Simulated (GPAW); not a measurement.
Records of electronic-structure calculations.

## A GW chain in GPAW: NH4Br (P-43m)

The structure is cubic, space group P-43m (No. 215). Conventional cell: a = 4.000 Å, b = 4.000 Å, c = 4.000 Å, α = 90.00°, β = 90.00°, γ = 90.00°. Nearest to H lie 1 N at 1.03 Å. Nearest to Br lie 4 H at 2.44 Å. N has 4 H at 1.03 Å nearest. Farther neighbours and most contacts between anions are not listed.

```xyz
6
Lattice="4.0000 0.0000 0.0000 0.0000 4.0000 0.0000 0.0000 0.0000 4.0000" Properties=species:S:1:pos:R:3 pbc="T T T"
H     0.5920    0.5920    0.5920
H     0.5920    3.4080    3.4080
H     3.4080    3.4080    0.5920
H     3.4080    0.5920    3.4080
Br    2.0000    2.0000    2.0000
N     0.0000    0.0000    0.0000
```

* method: DFT, LDA, plane waves, PAW (and 1 further level or step)
* program: GPAW 26.7.0
* settings of one run: cutoff 600 eV, GPAW PAW setups 1.2.1 data release, 4×4×4 k-mesh, nbands 155
* cost: 3 runs, 82 s in all on 4 MPI ranks of Arm Neoverse V2, shared host (the runs of this entry)
* notes: The cell and positions come from the Crystallography Open Database and are kept as given unless a step says otherwise. Limits: no spin-orbit coupling. Bands and cutoff are finite, so the gap is not at the basis limit. The miss can reach some tenths of an eV and take either sign; the mesh is an error of its own. The 4×4×4 mesh is coarse for this cell, which bears on the long-range parts of exchange and screening.
* LDA gap: 3.94 eV, indirect
* G0W0 gap on the mesh: 6.34 eV
* GW settings: 4×4×4 mesh, 145 bands, screening to 100 eV, Godby-Needs plasmon pole
* known limits: not at the basis limit; no spin-orbit coupling; coarse k mesh

G0W0 moves the gap on the mesh from 3.94 eV to 6.34 eV (+2.40 eV), with Z of 0.82 and 0.85 at the edges. Only 2 of the mesh's irreducible points were corrected, so a valley elsewhere could overtake.

[Paths, hosts, dates, memory and timing lines, banners, echoed tables and standing remarks are left out of the program output.]

[Logs are printed without paths, hosts, clocks, repeated set-up lines and the standing remarks that a program may print on its own settings, such as how far it seeks lower states.]

[Runs of the session that timed out or met a known fault of the program may be left out.]

[Hosts, paths, dates, database ids (printed as entryN), source tags and the programs' standing remarks are cut or masked in the printed files.]
